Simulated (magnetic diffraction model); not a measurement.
# YbBeGa4: what an assumed order does to the neutron pattern

Space group Cmcm (no. 63), a = 4.0890 Å, b = 14.8900 Å, c = 6.6720 Å.

```csv
site,atom,x,y,z
4c,Yb,0,0.6242,1/4
8f,Ga,1/2,0.6884,0.9391
4c,Ga,0,0.5661,3/4
4a,Ga,0,0,1/2
4c,Be,0,0.7220,3/4
```

The compound is invented for this exercise: a known structure type with other elements, its cell scaled to their sizes and not relaxed.

Only Yb is taken to order (form factors of Yb3+); orders and moment sizes are assumed, and not adapted to the symmetry. Radiation: neutrons of λ = 2.0775 Å, 5° to 60°; isotropic B of 0.47 Å² (Yb), 0.86 Å² (Ga) and 1.34 Å² (Be). The intensities are simulated: I ∝ L Σ (|F_N|² + |F_M⊥|²) for unpolarised neutrons, with F_M = 2.695 fm/μB × Σ f(s) S exp(2πi Q·r) exp(−B s²) at Q = H ± k (one set where k and −k are equivalent), only the part normal to Q counting and L = 1/(sin²θ cos θ). For collinear order S is the moment m, which repeats by lattice and centring translations R with the sign exp(−2πi k·R). Form factors are spin-only for 3d ions and dipole or tabulated for f ions, scattering lengths are Sears's of 1992, and absorption is left out. A label names one of the reflections at its angle. The strongest nuclear line in the range is 100, and lines under 0.2 are left out.

Assume the order k = (0 1 0), collinear moments along [111], 3.3 μB on Yb; signs + at (0, 0.6242, 1/4), − at (1/2, 0.8758, 3/4).

Predict the pattern, nuclear and magnetic parts apart.

```
2θ (°)    index  nuclear  magnetic
  8.00  (0 1 0)      0.0       9.0
 16.04  (0 2 0)      7.6       0.0
 19.65  (0 1 1)      0.0       9.7
 24.16  (0 3 0)      0.0       0.9
 29.43  (1 0 0)      0.0       5.4
 30.24  (0 3 1)      0.0       2.5
 30.55  (1 1 0)      2.5       0.0
 35.64  (1 1 1)      2.4       0.0
 36.28  (0 0 2)      5.0       0.0
 37.22  (0 1 2)      0.0       2.9
 37.27  (0 4 1)      1.2       0.0
 38.42  (1 2 1)      0.0      10.3
 38.43  (1 3 0)      1.7       0.0
 39.90  (0 2 2)      0.3       0.0
 40.83  (0 5 0)      0.0       0.3
 42.70  (1 3 1)      6.8       0.0
 44.07  (0 3 2)      0.0       1.5
 44.34  (1 4 0)      0.0       2.6
 44.91  (0 5 1)      0.0       0.7
 47.39  (1 0 2)      0.0       3.6
 48.14  (1 1 2)    100.0       0.0
 49.43  (0 4 2)     13.4       0.0
 49.49  (0 6 0)      1.6       0.0
 51.13  (1 5 0)     43.2       0.0
 53.05  (0 6 1)     40.3       0.0
 53.88  (1 3 2)     16.5       0.0
 54.61  (1 5 1)     48.0       0.0
 55.75  (0 5 2)      0.0       0.8
 56.36  (0 1 3)      0.0       1.2
 58.35  (0 2 3)      8.7       0.0
 58.58  (1 4 2)      0.0       3.4
```

The strongest magnetic line in the range is (1 2 1) at 38.42° (10.3). On top of the Lorentz factor, which all lines share, magnetic lines fade with angle because f falls: for Yb3+ it is 0.97, 0.88, 0.76 and 0.51 at sin θ/λ = 0.1, 0.2, 0.3 and 0.5 Å⁻¹, while nuclear lengths stay constant. The order has no net moment.

[Logs are printed without paths, hosts, clocks, repeated set-up lines and the standing remarks that a program may print on its own settings, such as how far it seeks lower states.]
